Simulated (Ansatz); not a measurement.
# Decaying states in the gap of YScO2F2, part 2 of 4

A new crystal, YScO2F2: structure, gap and complex bands. It is built by putting Sc for part of the Y in the YOF structure of space group R-3m, with the volume rescaled by atomic radii. The parent structure comes from the Materials Project.

Ansatz 0.2.0; LDA DFT, plane waves, PAW files (the session's first sound run).

So far. Step 2 (Relaxing the new crystal): The largest force component on a free atom ends at 0.0029 eV/Å.

The structure was built from a prototype and need not be the compound's stable phase.

### Step 3. Band edges

The energy window and the wavevectors of the next steps follow from the band edges, so these are searched first, off the mesh as well.

File input.yaml:

```yaml
crystal:
  lattice:
    - [1.8163262548, 1.0486564521, 5.9861246975]
    - [-1.8163262548, 1.0486564521, 5.9861246975]
    - [0.0, -2.0973129043, 5.9861246975]
  atoms:
    - { symbol: Sc, position: [0.7397226656, 0.7397226656, 0.7397226656] }
    - { symbol: "Y", position: [0.2573615384, 0.2573615384, 0.2573615384] }
    - { symbol: O, position: [0.6259372923, 0.6259372923, 0.6259372923] }
    - { symbol: O, position: [0.3830176915, 0.3830176915, 0.3830176915] }
    - { symbol: F, position: [0.1269626374, 0.1269626374, 0.1269626374] }
    - { symbol: F, position: [0.8669981747, 0.8669981747, 0.8669981747] }
kpoints:
  mp_grid: { grid: [8, 8, 8] }
  band_path: { path: [VBM, CBM], npoints: 30 }
scf:
  occupations: { method: fixed }
hamiltonian:
  xc: lda
output:
  eigenvalues: true
  write_potential: true
  write_density: true
  volumetric_format: npy
  elf: true
```

On the command line:

```console
> ansatz run input.yaml --threads 2 --pin off --max-ram 4096MiB --backend cpu --events-out ev --progress --plain --runs-dir out
```

Numbers of over 12 decimals in the logs are rounded to 6 here.

Output:

```text
[...]
Crystal: 6 atoms, lattice volume = 68.411 Å³
Basis set: ecut = 420 eV, 1299 PW (Γ), FFT grids on a1−a2, a2, −a2+a3
Bands: 30, of which v1, the nominal top of the filled ones, is band 24 counted from 1 (23 counted from 0)
Symmetry: 6 space group operations
[...]
k-points: 65 of 512 (time reversal used)
[...]
SCF iter   1: F=—  HF=-8545.380320 eV  |F-HF|=—  |Δ(HF+E_count)|=         —  Δρ=2.03e-2  dr2=2.25e-1  ethr=1.77e-3  ⟨swp⟩=3.6  Hψ=7236  notcnv=0  defer=196
[...]
SCF iter   8: F=-8545.320595 eV  HF=-8545.320595 eV  |F-HF|=8.87e-9  |Δ(HF+E_count)|=   2.10e-7  Δρ=1.01e-5  dr2=5.70e-8  ethr=2.08e-10  ⟨swp⟩=7.3  Hψ=6830  notcnv=0
SCF 1 converged in 8 iterations: F = -8545.320595 eV  dr2 = 5.70e-8
[...]
NSCF: frozen V_eff on 32 k-points
[...]
SCF converged after 8 iterations
Free energy (F): -8545.320595 eV
[...]
Internal energy: -8545.320595 eV  (E = F + TS)
E sigma→0 (E₀):  -8545.320595 eV
Fermi energy:    8.485391 eV
[...]
--- Band table (eV; the first three rows and the last of 65) ---
  k-point 0: bands = [... 20 lower, 6.7037, 7.6488, 7.6488, 8.4854, 13.5514, 13.5514, 14.7283, 15.0369, ... 2 higher]
  k-point 1: bands = [... 20 lower, 6.7376, 7.5043, 7.7003, 8.4105, 13.6009, 13.6321, 14.7222, 15.1346, ... 2 higher]
  k-point 2: bands = [... 20 lower, 6.9103, 7.6683, 7.8549, 8.3250, 13.7067, 13.7165, 14.5079, 15.1979, ... 2 higher]
  k-point 64: bands = [... 20 lower, 6.8185, 7.4534, 7.4534, 8.0448, 13.6312, 13.6312, 14.7188, 15.3200, ... 2 higher]
```

It took 19 s on 2 threads of Arm Neoverse V2, shared host; peak memory 0.38 GiB; 37 s of CPU time.

Reading the cycles: dr2 is the Hartree energy of the density residual (eV), the measure of convergence; HF is the Harris–Foulkes estimate of the energy, which meets the free energy F at convergence.

Numbers from this step:

```yaml
fermi_energy: 8.485 eV
gap_on_the_k_mesh: 4.595 eV
gap_on_path: 4.525 eV, by band count; negative where bands overlap
direct_gap_on_path: 4.526 eV
edge_places_on_path: 0.00139, 0.04031 1/A along the path
```

The electronic bands at the labelled points (eV, zero at the Fermi level (highest filled level under fixed occupations); # counts the bands kept):

```csv
point,#8,#9,#10,#11,#12,#13,#14,#15
VBM,-1.79,-1.52,-0.56,-0.38,0.02,4.55,5.86,5.90
halfway,-1.79,-1.51,-0.57,-0.38,0.02,4.55,5.86,5.90
CBM,-1.79,-1.51,-0.57,-0.38,0.02,4.55,5.86,5.91
```

Electrostatic potential energy in the ac plane of the conventional cell at fractional y = 0.000, with atoms of Sc and Y and O and F within 0.2 Å of it. With pseudopotentials it is smooth inside the atoms' cores, unlike the true potential.

Values in eV, 24 rows by 14 columns, each cell a mean:
```
 14  14  14  13  12  12  11  11  11  12  13  13  14  14
 13  13  13  12  10   8   5   5   6   9  11  12  13  13
-28 -21  -3  11  11  10   9   8   9  11  12   8 -11 -24
-22 -16   1  12  14  14  13  13  13  14  14  10  -6 -19
  1   3   6   9  12  13  13  13  13  12  11   8   5   2
-39 -36 -27 -10   4  10  12  12  11   8   0 -16 -32 -38
-41 -39 -31 -12   3   9  12  12  11   8  -1 -19 -35 -40
 -3   0   4   8  11  13  13  13  13  12  10   7   2  -2
-22 -15   1  11  12  11  10  10  11  12  12   9  -6 -19
-29 -22  -3  10  10   7   5   4   5   9  11   7 -11 -25
 13  14  14  13  12  10   8   8   9  11  12  14  14  13
 14  14  14  14  14  14  13  13  13  14  14  14  14  14
 14  14  14  13  13  12  11  11  11  12  13  13  14  14
 12  13  12  11   9   6   4   3   5   7  10  12  13  12
-30 -22  -5   9   9   6   3   2   4   7   9   6 -12 -26
-23 -15   1  11  12  11  11  11  11  12  12   9  -6 -19
-10  -6   1   7  11  13  14  14  13  12   9   5  -2  -8
-42 -41 -27  -7   5  11  13  14  13   9   1 -13 -35 -42
-23 -19  -8   2   9  12  14  14  13  11   7  -1 -13 -21
  3   6  10  12  13  14  14  14  14  14  13  12   9   4
-35 -29  -9  10  12  12  11  11  11  12  12   6 -18 -31
-11  -6   5  10   9   6   4   3   5   7   9  10   1  -8
 13  12  12  10   9   6   4   3   4   7   9  11  12  13
 13  13  13  13  12  11  11  11  11  12  12  13  13  13
```
Columns run along a (3.6 Å; values clipped at the 3rd and 97th percentile), rows up along c (18.0 Å), edges of the conventional cell, whose origin can differ from the input's. Atoms in or near the plane, at fractional coordinates: Sc at (0.00, 0.26), Y at (0.00, 0.74), O at (0.00, 0.37), O at (0.00, 0.62), F at (0.00, 0.87), F at (0.00, 0.13).

Valence density in the ac plane of the conventional cell at fractional y = 0.000, with atoms of Sc and Y and O and F within 0.2 Å of it. It is the smooth field of the valence electrons, not physical close to the nuclei.

Ten steps, logarithmic in the rise over the least value, from '0' (0.02 × 1e0 e/Å³) to '9' (9.91 × 1e0 e/Å³), each cell a mean:
```
00001222211000
22111233321122
98632111112478
88531000012468
43211111111233
77642111123567
77643222223577
44321122111234
87532111112467
87642222223468
32211122211122
00000112110000
00001122210000
32211223221123
87642222223468
87532111112467
65321122111245
98742222223589
76531112112367
44211111111234
99642100012479
76432222222357
11112233321111
00001222211000
```
Columns run along a (3.6 Å), rows up along c (18.0 Å), edges of the conventional cell, whose origin can differ from the input's. Atoms in or near the plane, at fractional coordinates: Sc at (0.00, 0.26), Y at (0.00, 0.74), O at (0.00, 0.37), O at (0.00, 0.62), F at (0.00, 0.87), F at (0.00, 0.13).

ELF in the ac plane of the conventional cell at fractional y = 0.000, with atoms of Sc and Y and O and F within 0.2 Å of it. It is the smooth field of the valence electrons, not physical close to the nuclei.

Ten even steps from '_' (0.02) to '@' (0.80), each cell a mean:
```
________....::::::....______
==--::____....::....__..::--
%%@@%%++..__________--##@@%%
%%@@%%++..__________--**%%@@
====::..__..----::____..--==
@@@@@@**..__......__--##@@@@
%%@@@@**::::--==--..--%%@@@@
++++--....::==++--....::==++
%%%%@@**--________..==##@@%%
##@@@@##::________..==%%@@%%
**++--..__........____::==**
____________......__________
__________........__________
**++--..__....::..____::==**
##@@@@**::..::::....--%%@@%%
##%%%%**--________..==##@@%%
++++--....::====--....::==++
--**%%==....----::..::**%%++
****++::__........____::++**
++++--..__..::::::____::==++
%%@@@@**::__________==%%@@%%
%%%%**--..__......__..==##%%
....______..::::::..______..
________............________
```
Columns run along a (3.6 Å), rows up along c (18.0 Å), edges of the conventional cell, whose origin can differ from the input's. Atoms in or near the plane, at fractional coordinates: Sc at (0.00, 0.26), Y at (0.00, 0.74), O at (0.00, 0.37), O at (0.00, 0.62), F at (0.00, 0.87), F at (0.00, 0.13).

The searched edges give 4.52 eV, under the 4.60 eV of the mesh, which misses an edge.

### Step 4. Decaying states in the gap, plane (001)

This step: LDA DFT, plane waves, PAW files; complex bands by layer matching along the plane's normal (Ansatz 0.2.0).

The same crystal is laid in a cell whose first two vectors span the (001) plane (indices of the standard conventional cell, whose axes can be ordered otherwise than in the bulk input). At fixed energy and wavevector in the plane the solver finds all kz, real and complex. A few wavevectors are listed, (0, 0), (-0.3333, 0.3281) and (0.349, -0.3281) in units of the plane's reciprocal vectors; the slowest state needn't be among them.

File input.yaml:

```yaml
crystal:
  lattice:
    - [3.63265251, 0.0, 0.0]
    - [1.816326255, 3.145969356, 0.0]
    - [1.816326255, -1.048656452, 5.986124698]
  atoms:
    - { symbol: Sc, position: [0.4794453312, 0.2602773344, 0.7808320032] }
    - { symbol: "Y", position: [0.5147230768, 0.7426384616, 0.2279153848] }
    - { symbol: O, position: [0.2518745846, 0.3740627077, 0.1221881231] }
    - { symbol: O, position: [0.766035383, 0.6169823085, 0.8509469255] }
    - { symbol: F, position: [0.2539252748, 0.8730373626, 0.6191120878] }
    - { symbol: F, position: [0.7339963494, 0.1330018253, 0.3990054759] }
kpoints:
  mp_grid: { grid: [8, 8, 8] }
scf:
  occupations: { method: fixed }
hamiltonian:
  xc: lda
output:
  eigenvalues: true
  transmission:
    leads: [[0, 0]]
    kpoints: [[0.0, 0.0], [-0.3333, 0.3281], [0.349, -0.3281]]
    e_range: [-1.0, 5.52]
    de: 0.11
```

Output:

```text
[...]
Crystal: 6 atoms, lattice volume = 68.411 Å³
Basis set: ecut = 420 eV, 1299 PW (Γ)
Bands: 30, of which v1, the nominal top of the filled ones, is band 24 counted from 1 (23 counted from 0)
Symmetry: 6 space group operations
[...]
k-points: 65 of 512 (time reversal used)
[...]
SCF iter   1: F=—  HF=-8545.380341 eV  |F-HF|=—  |Δ(HF+E_count)|=         —  Δρ=2.03e-2  dr2=2.25e-1  ethr=1.77e-3  ⟨swp⟩=3.6  Hψ=7227  notcnv=0  defer=196
[...]
SCF iter   8: F=-8545.320595 eV  HF=-8545.320595 eV  |F-HF|=8.63e-9  |Δ(HF+E_count)|=   2.11e-7  Δρ=1.01e-5  dr2=5.74e-8  ethr=2.08e-10  ⟨swp⟩=7.3  Hψ=6825  notcnv=0
SCF 1 converged in 8 iterations: F = -8545.320595 eV  dr2 = 5.74e-8
[...]
transmission: 10 of 30 steps passed
transmission: 20 of 30 steps passed
transmission: 30 of 30 steps passed
SCF converged after 8 iterations
Free energy (F): -8545.320595 eV
[...]
Internal energy: -8545.320595 eV  (E = F + TS)
E sigma→0 (E₀):  -8545.320595 eV
Fermi energy:    8.485392 eV
[...]
--- Band table (eV; the first three rows and the last of 65) ---
  k-point 0: bands = [... 20 lower, 6.7037, 7.6488, 7.6488, 8.4854, 13.5514, 13.5514, 14.7283, 15.0369, ... 2 higher]
  k-point 1: bands = [... 20 lower, 6.7164, 7.6233, 7.6233, 8.4207, 13.5629, 13.5629, 14.7918, 15.0807, ... 2 higher]
  k-point 2: bands = [... 20 lower, 6.7525, 7.5585, 7.5585, 8.2663, 13.5911, 13.5911, 14.7817, 15.2258, ... 2 higher]
  k-point 64: bands = [... 20 lower, 6.9425, 7.8931, 8.1321, 8.4587, 13.0807, 14.3064, 14.3780, 14.7307, ... 2 higher]
--- Transmission ---
  basis      : 97 plane waves across, 10 finite elements along
  points     : 3, as listed
  energies   : 60 from -1.000000 to 5.490000 eV about the Fermi level, 0.110000 eV apart; the leads are filled to 2.297636 eV, and channels, transmission and decay are at 2.300000 eV
  crystal 0  : F2Sc1O2Y1, at the sites [0, 0], period 5.9861 Å: whole cells are its period
    offset         : up to 0.0000 Å between an atom of the period and one for which it stands
    channels       : 0.000000e0 a spin
    conductance    : none, the energies end too early or step too widely for 300 K: set another output.transmission.e_range or a lower de, or, where they end at an eighth of basis.ecutwfc, a higher one
    slowest decay  : 0.4528 /Å at (0.0000, 0.0000)
```

It took 22 s on 2 threads; peak memory 0.43 GiB; 31 s of CPU time.

This step gave:

```yaml
level_to_which_the_leads_are_filled: 2.298 eV from the Fermi level
decay_constant_at_the_filling_level_zone_centre: 0.4528 Å⁻¹
decay_constant_at_the_filling_level_slowest_listed_point: 0.4528 Å⁻¹
```

K parallel (0, 0); values up to 1.5 1/Å, a degenerate pair printed once or twice; energies at which all values exceed this have no row. Table of Im kz of the slowest decaying states by energy, zero at the highest filled level on the SCF mesh:

```csv
energy (eV),decay 1 (Å⁻¹),decay 2 (Å⁻¹),decay 3 (Å⁻¹),decay 4 (Å⁻¹)
-1.00,0.310,0.658,0.732,-
-0.78,0.187,0.257,0.667,0.748
-0.45,0.0444,0.426,0.676,0.766
-0.23,0.502,0.680,0.774,-
-0.01,0.557,0.683,0.781,-
0.32,0.257,0.617,0.686,0.788
0.54,0.314,0.648,0.687,0.790
0.87,0.369,0.685,0.686,0.789
1.09,0.394,0.685,0.706,0.786
1.31,0.413,0.683,0.725,0.780
1.64,0.434,0.678,0.759,-
1.86,0.443,0.675,0.761,-
2.08,0.449,0.670,0.761,-
2.41,0.454,0.662,0.758,-
2.63,0.455,0.656,0.754,-
2.85,0.453,0.649,0.748,-
3.18,0.448,0.638,0.736,-
3.40,0.442,0.629,0.725,-
3.62,0.435,0.619,0.712,-
3.95,0.420,0.602,0.687,-
4.17,0.408,0.589,0.665,-
4.50,0.386,0.568,0.593,0.646
4.72,0.369,0.505,0.551,0.644
4.94,0.349,0.355,0.533,0.631
5.27,0.312,0.346,0.499,0.602
5.49,0.282,0.472,0.485,0.577
```

K parallel (-0.3333, 0.3281); values up to 1.5 1/Å, a degenerate pair printed once or twice; energies at which all values exceed this have no row. Im kz of the slowest decaying states against energy, zero at the highest filled level on the SCF mesh:

```csv
energy (eV),decay 1 (Å⁻¹),decay 2 (Å⁻¹),decay 3 (Å⁻¹),decay 4 (Å⁻¹)
-1.00,0.419,0.425,0.432,0.790
-0.67,0.383,0.407,0.436,0.682
-0.34,0.274,0.295,0.319,0.742
-0.01,0.294,0.298,0.302,0.785
0.32,0.478,0.479,0.479,0.805
0.65,0.546,0.547,0.548,0.818
0.98,0.584,0.585,0.586,0.828
1.31,0.606,0.607,0.608,0.836
1.64,0.618,0.619,0.620,0.843
1.97,0.622,0.623,0.624,0.850
2.30,0.619,0.620,0.620,0.855
2.52,0.614,0.614,0.615,0.859
2.85,0.601,0.602,0.602,0.862
3.18,0.583,0.583,0.584,0.863
3.51,0.557,0.558,0.558,0.862
3.84,0.523,0.524,0.524,0.859
4.17,0.472,0.472,0.473,0.852
4.50,0.334,0.336,0.338,0.841
4.83,0.413,0.414,0.415,0.822
5.16,0.431,0.432,0.433,0.786
5.49,0.453,0.456,0.459,0.683
```

K parallel (0.349, -0.3281); values up to 1.5 1/Å, a degenerate pair printed once or twice; energies at which all values exceed this have no row. The Im kz of the slowest decaying states by energy, zero at the highest filled level on the SCF mesh:

```csv
energy (eV),decay 1 (Å⁻¹),decay 2 (Å⁻¹),decay 3 (Å⁻¹),decay 4 (Å⁻¹)
-1.00,0.413,0.419,0.444,0.759
-0.67,0.357,0.374,0.484,0.653
-0.34,0.250,0.267,0.366,0.721
-0.01,0.283,0.300,0.304,0.776
0.32,0.479,0.479,0.479,0.801
0.65,0.545,0.546,0.549,0.817
0.98,0.583,0.584,0.588,0.828
1.31,0.605,0.607,0.611,0.835
1.64,0.617,0.619,0.622,0.843
1.97,0.621,0.622,0.625,0.849
2.30,0.619,0.620,0.622,0.855
2.52,0.614,0.614,0.617,0.858
2.85,0.601,0.602,0.604,0.861
3.18,0.583,0.583,0.585,0.861
3.51,0.558,0.558,0.559,0.859
3.84,0.523,0.524,0.525,0.854
4.17,0.472,0.473,0.474,0.845
4.50,0.335,0.338,0.343,0.831
4.83,0.412,0.413,0.417,0.808
5.16,0.431,0.432,0.435,0.765
5.49,0.451,0.454,0.465,0.644
```

At +2.30 eV, the grid energy nearest the filling level (the middle of the gap on the SCF mesh), the slowest state at the listed wavevectors decays with κ = 0.453 Å⁻¹, its amplitude falling by e over 2.2 Å. Through 1 nm of this crystal that state's transmission falls by exp(−2 × 0.453 Å⁻¹ × 10 Å) = 1.2e-4.

### Step 5. Decay over the two-dimensional zone

The listed points could miss the slowest state, so one energy near mid-gap is solved on a mesh of 12×12.

input.yaml, as its differences from that of step 4:

```diff
@@ -20,6 +20,2 @@
   eigenvalues: true
-  transmission:
-    leads: [[0, 0]]
-    kpoints: [[0.0, 0.0], [-0.3333, 0.3281], [0.349, -0.3281]]
-    e_range: [-1.0, 5.52]
-    de: 0.11
+  transmission: { leads: [[0, 0]], kmesh: [12, 12], e_range: [2.26, 2.27], de: 0.05 }
```

Output:

```text
[...]
Crystal: 6 atoms, lattice volume = 68.411 Å³
Basis set: ecut = 420 eV, 1299 PW (Γ)
Bands: 30, of which v1, the nominal top of the filled ones, is band 24 counted from 1 (23 counted from 0)
Symmetry: 6 space group operations
[...]
k-points: 65 of 512 (time reversal used)
[...]
SCF iter   1: F=—  HF=-8545.380341 eV  |F-HF|=—  |Δ(HF+E_count)|=         —  Δρ=2.03e-2  dr2=2.25e-1  ethr=1.77e-3  ⟨swp⟩=3.6  Hψ=7227  notcnv=0  defer=196
[...]
SCF iter   8: F=-8545.320595 eV  HF=-8545.320595 eV  |F-HF|=8.63e-9  |Δ(HF+E_count)|=   2.11e-7  Δρ=1.01e-5  dr2=5.74e-8  ethr=2.08e-10  ⟨swp⟩=7.3  Hψ=6825  notcnv=0
SCF 1 converged in 8 iterations: F = -8545.320595 eV  dr2 = 5.74e-8
[...]
transmission: 32 of 152 steps passed
transmission: 64 of 152 steps passed
[...]
transmission: 152 of 152 steps passed
SCF converged after 8 iterations
Free energy (F): -8545.320595 eV
[...]
Internal energy: -8545.320595 eV  (E = F + TS)
E sigma→0 (E₀):  -8545.320595 eV
Fermi energy:    8.485392 eV
[...]
--- Band table (eV; the first three rows and the last of 65) ---
  k-point 0: bands = [... 20 lower, 6.7037, 7.6488, 7.6488, 8.4854, 13.5514, 13.5514, 14.7283, 15.0369, ... 2 higher]
  k-point 1: bands = [... 20 lower, 6.7164, 7.6233, 7.6233, 8.4207, 13.5629, 13.5629, 14.7918, 15.0807, ... 2 higher]
  k-point 2: bands = [... 20 lower, 6.7525, 7.5585, 7.5585, 8.2663, 13.5911, 13.5911, 14.7817, 15.2258, ... 2 higher]
  k-point 64: bands = [... 20 lower, 6.9425, 7.8931, 8.1321, 8.4587, 13.0807, 14.3064, 14.3780, 14.7307, ... 2 higher]
--- Transmission ---
  basis      : 97 plane waves across, 8 finite elements along
  points     : 19, standing for a mesh of 12 x 12
  energies   : 1 from 2.260000 to 2.260000 eV about the Fermi level; the leads are filled to 2.297636 eV, and channels, transmission and decay are at 2.260000 eV
  crystal 0  : F2Sc1O2Y1, at the sites [0, 0], period 5.9861 Å: whole cells are its period
[...]
channels       : 0.000000e0 a spin
    conductance    : none, crystal 0 has no channel at the energies, or these end too early or step too widely for 300 K: set another output.transmission.e_range or a lower de, or, where they end at an eighth of basis.ecutwfc, a higher one
    slowest decay  : 0.4523 /Å at (0.0000, 0.0000)
```

Wall time 11 s (2 threads); peak memory 0.43 GiB; 21 s of CPU time.

This step gave:

| Item | Value |
| --- | --- |
| least decay constant on the mesh | 0.4523 Å⁻¹ |

Slowest decay constant (1/Å; 0 where a channel is open) over k1 and k2. At 2.2600 eV from the Fermi level.

Values, 12 rows by 12 columns:
```
0.621 0.611 0.622 0.622 0.611 0.621 0.639 0.659 0.681 0.681 0.659 0.639
0.649 0.622 0.620 0.622 0.649 0.659 0.628 0.612 0.650 0.612 0.628 0.659
0.683 0.622 0.622 0.683 0.681 0.612 0.566 0.588 0.588 0.566 0.612 0.681
0.649 0.611 0.649 0.681 0.650 0.588 0.550 0.625 0.550 0.588 0.650 0.681
0.621 0.621 0.659 0.612 0.588 0.625 0.505 0.505 0.625 0.588 0.612 0.659
0.611 0.639 0.628 0.566 0.550 0.505 0.452 0.505 0.550 0.566 0.628 0.639
0.621 0.659 0.612 0.588 0.625 0.505 0.505 0.625 0.588 0.612 0.659 0.621
0.649 0.681 0.650 0.588 0.550 0.625 0.550 0.588 0.650 0.681 0.649 0.611
0.683 0.681 0.612 0.566 0.588 0.588 0.566 0.612 0.681 0.683 0.622 0.622
0.649 0.659 0.628 0.612 0.650 0.612 0.628 0.659 0.649 0.622 0.620 0.622
0.621 0.639 0.659 0.681 0.681 0.659 0.639 0.621 0.611 0.622 0.622 0.611
0.611 0.621 0.649 0.683 0.649 0.621 0.611 0.621 0.649 0.683 0.649 0.621
```
Columns: k1 (b1) from -0.5 to 0.417; rows upwards: k2 (b2) from -0.5 to 0.417.

The least value on the mesh is 0.452 Å⁻¹ at +2.26 eV. At that energy the listed points give about 0.452 Å⁻¹ by interpolation, so the mesh holds no clearly slower state.

[end of part 2 of 4]

[Logs are printed without paths, hosts, clocks, repeated set-up lines and the standing remarks that a program may print on its own settings, such as how far it seeks lower states.]

[Hosts, paths, dates, database ids (printed as entryN), source tags and the programs' standing remarks are cut or masked in the printed files.]

[New means built here by substitution; the compound itself may be known and measured.]
